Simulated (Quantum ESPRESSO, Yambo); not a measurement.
# Si3N4 (Fd-3m): G0W0 in Yambo against the bands, part 2 of 2

How does the gap of Si3N4 (Fd-3m) converge in the bands?

Yambo 5.3.0; PBE and many-body steps on it, plane waves. Known limits of the many-body steps: not at the basis limit.

So far. Step 4 (156 bands): Against the run before, the gap moves by −0.052 eV.

### 5. 260 bands

Level of this step: G0W0 on PBE, plane waves, norm-conserving pseudopotentials (Yambo).

File gw4.in:

```
HF_and_locXC
gw0
dyson
ppa
em1d
rim_cut
RandQpts= 1000000
RandGvec= 1 RL
EXXRLvcs= 72 Ry
VXCRLvcs= 288 Ry
Chimod= "HARTREE"
% BndsRnXp
 1 | 260 |
%
NGsBlkXp= 9 Ry
% LongDrXp
 1 | 1 | 1 |
%
% GbndRnge
 1 | 260 |
%
DysSolver= "n"
ExtendOut
PPAPntXp= 27.21138 eV
% QPkrange
 6 | 6 | 31 | 34 |
 1 | 1 | 31 | 34 |
%
```

Started as:

```console
> OMP_NUM_THREADS=2 mpirun -n 4 yambo -F gw4.in -J gw4 -C gw4 > gw4.log
```

What it wrote:

```text
 Yambo, version 5.3.0

 [02] CORE Variables Setup
 =========================

  [... cell, symmetries and grids as in the set-up ...]

  [02.05] Energies & Occupations
  ==============================

  [X] === General ===
  [X] Electronic Temperature                        :  0.000000  0.000000 [eV K]
  [X] Bosonic    Temperature                        :  0.000000  0.000000 [eV K]
  [X] Finite Temperature mode                       : no
  [X] El. density                                   :  0.54207E+24 [cm-3]
[...]
QP @ state[ 1 ] b range                          :   31   34
   QP @ state[ 2 ] K range                          :   6   6
   QP @ state[ 2 ] b range                          :   31   34
   GF energies kind                                 : Perdew, Burke & Ernzerhof(X)+Perdew, Burke & Ernzerhof(C)
   GF WF`s kind                                     : Perdew, Burke & Ernzerhof(X)+Perdew, Burke & Ernzerhof(C)
   Xs energies kind                                 : Perdew, Burke & Ernzerhof(X)+Perdew, Burke & Ernzerhof(C)
   Xs WF`s kind                                     : Perdew, Burke & Ernzerhof(X)+Perdew, Burke & Ernzerhof(C)

 [11] Game Over & Game summary
```

Elapsed: 6.8 min, on 4 MPI ranks of Arm Neoverse V2, shared host; peak memory 3.3 GiB.

This step gave:

| Property | Result |
| --- | --- |
| G0W0 gap on the points computed | 4.389 eV |
| starting gap on the mesh | 3.398 eV |
| k of the valence top | 0, 0.25, -0.25 |
| k of the conduction bottom | 0, 0, 0 |
| least direct G0W0 gap on the computed points | 4.435 eV |

Against the run before, the gap moves by +0.035 eV.

### 6. 384 bands

gw5.in, as its differences from gw4.in of step 5:

```diff
@@ -12,3 +12,3 @@
 % BndsRnXp
- 1 | 260 |
+ 1 | 384 |
 %
@@ -19,3 +19,3 @@
 % GbndRnge
- 1 | 260 |
+ 1 | 384 |
 %
```

Started as:

```console
> OMP_NUM_THREADS=2 mpirun -n 4 yambo -F gw5.in -J gw5 -C gw5 > gw5.log
```

What it wrote:

```text
 Yambo, version 5.3.0

 [02] CORE Variables Setup
 =========================

  [... cell, symmetries and grids as in the set-up ...]

  [02.05] Energies & Occupations
  ==============================

  [X] === General ===
  [X] Electronic Temperature                        :  0.000000  0.000000 [eV K]
  [X] Bosonic    Temperature                        :  0.000000  0.000000 [eV K]
  [X] Finite Temperature mode                       : no
  [X] El. density                                   :  0.54207E+24 [cm-3]
[...]
QP @ state[ 1 ] b range                          :   31   34
   QP @ state[ 2 ] K range                          :   6   6
   QP @ state[ 2 ] b range                          :   31   34
   GF energies kind                                 : Perdew, Burke & Ernzerhof(X)+Perdew, Burke & Ernzerhof(C)
   GF WF`s kind                                     : Perdew, Burke & Ernzerhof(X)+Perdew, Burke & Ernzerhof(C)
   Xs energies kind                                 : Perdew, Burke & Ernzerhof(X)+Perdew, Burke & Ernzerhof(C)
   Xs WF`s kind                                     : Perdew, Burke & Ernzerhof(X)+Perdew, Burke & Ernzerhof(C)

 [11] Game Over & Game summary
```

It took 10 min on 4 MPI ranks; peak memory 3.9 GiB; 79 min of CPU time.

Numbers from this step:

```yaml
g0w0_gap_on_the_points_computed: 4.422 eV
starting_gap_on_the_mesh: 3.398 eV
k_of_the_valence_top: 0, 0.25, -0.25
k_of_the_conduction_bottom: 0, 0, 0
least_direct_g0w0_gap_on_the_computed_points: 4.467 eV
```

Against the run before, the gap moves by +0.033 eV.

### 7. 524 bands

gw6.in, as its differences from gw5.in of step 6:

```diff
@@ -12,3 +12,3 @@
 % BndsRnXp
- 1 | 384 |
+ 1 | 524 |
 %
@@ -19,3 +19,3 @@
 % GbndRnge
- 1 | 384 |
+ 1 | 524 |
 %
```

Started as:

```console
> OMP_NUM_THREADS=2 mpirun -n 4 yambo -F gw6.in -J gw6 -C gw6 > gw6.log
```

What it wrote:

```text
 Yambo, version 5.3.0

 [02] CORE Variables Setup
 =========================

  [... cell, symmetries and grids as in the set-up ...]

  [02.05] Energies & Occupations
  ==============================

  [X] === General ===
  [X] Electronic Temperature                        :  0.000000  0.000000 [eV K]
  [X] Bosonic    Temperature                        :  0.000000  0.000000 [eV K]
  [X] Finite Temperature mode                       : no
  [X] El. density                                   :  0.54207E+24 [cm-3]
[...]
QP @ state[ 1 ] b range                          :   31   34
   QP @ state[ 2 ] K range                          :   6   6
   QP @ state[ 2 ] b range                          :   31   34
   GF energies kind                                 : Perdew, Burke & Ernzerhof(X)+Perdew, Burke & Ernzerhof(C)
   GF WF`s kind                                     : Perdew, Burke & Ernzerhof(X)+Perdew, Burke & Ernzerhof(C)
   Xs energies kind                                 : Perdew, Burke & Ernzerhof(X)+Perdew, Burke & Ernzerhof(C)
   Xs WF`s kind                                     : Perdew, Burke & Ernzerhof(X)+Perdew, Burke & Ernzerhof(C)

 [11] Game Over & Game summary
```

It took 14 min on 4 MPI ranks; peak memory 4.7 GiB; 1.8 h of CPU time.

This step gave:

| Quantity | Value |
| --- | --- |
| G0W0 gap on the points computed | 4.449 eV |
| starting gap on the mesh | 3.398 eV |
| k of the valence top | 0, 0.25, -0.25 |
| k of the conduction bottom | 0, 0, 0 |
| least direct G0W0 gap on the computed points | 4.494 eV |

Against the run before, the gap moves by +0.027 eV.

### 8. Side by side

Times are wall times on 4 MPI ranks of Arm Neoverse V2, shared host, good to a factor of about two.

| run | mesh | bands | screening cutoff (eV) | DFT gap (eV) | gap on the mesh (eV) | direct (eV) | time |
| --- | --- | --- | --- | --- | --- | --- | --- |
| 60 bands | 4×4×4 | 60 | 122.5 | 3.398 | 4.763 | 4.802 | 78 s |
| 93 bands | 4×4×4 | 93 | 122.5 | 3.398 | 4.406 | 4.452 | 2.3 min |
| 156 bands | 4×4×4 | 156 | 122.5 | 3.398 | 4.354 | 4.402 | 4.1 min |
| 260 bands | 4×4×4 | 260 | 122.5 | 3.398 | 4.389 | 4.435 | 6.8 min |
| 384 bands | 4×4×4 | 384 | 122.5 | 3.398 | 4.422 | 4.467 | 10 min |
| 524 bands | 4×4×4 | 524 | 122.5 | 3.398 | 4.449 | 4.494 | 14 min |

### 9. Summary of results

```json
{
 "60 bands": "4.763 eV",
 "93 bands": "4.406 eV",
 "156 bands": "4.354 eV",
 "260 bands": "4.389 eV",
 "384 bands": "4.422 eV",
 "524 bands": "4.449 eV",
 "known limits": "not at the basis limit"
}
```

**Reading.** The setting moved: bands. From 60 bands to 524 bands the gap moves by −0.31 eV, for 11 times the time, not steadily: it passes through 4.35 eV. The last step still moves it by +0.027 eV. Bands and screening cutoff are coupled, so a series along one setting does not show full convergence. Bands and cutoff are finite, so the gap is not at the basis limit. The miss can reach some tenths of an eV and take either sign; the mesh is an error of its own. In the G0W0 runs levels were corrected at 2 k points alone, so a gap called «on the mesh» is the least over those, and an edge elsewhere would be missed.

[Paths, hosts, dates, memory and timing lines, banners, echoed tables and standing remarks are left out of the program output.]

[Logs are printed without paths, hosts, clocks, repeated set-up lines and the standing remarks that a program may print on its own settings, such as how far it seeks lower states.]

[Runs of the session that timed out or met a known fault of the program may be left out.]

[Hosts, paths, dates, database ids (printed as entryN), source tags and the programs' standing remarks are cut or masked in the printed files.]
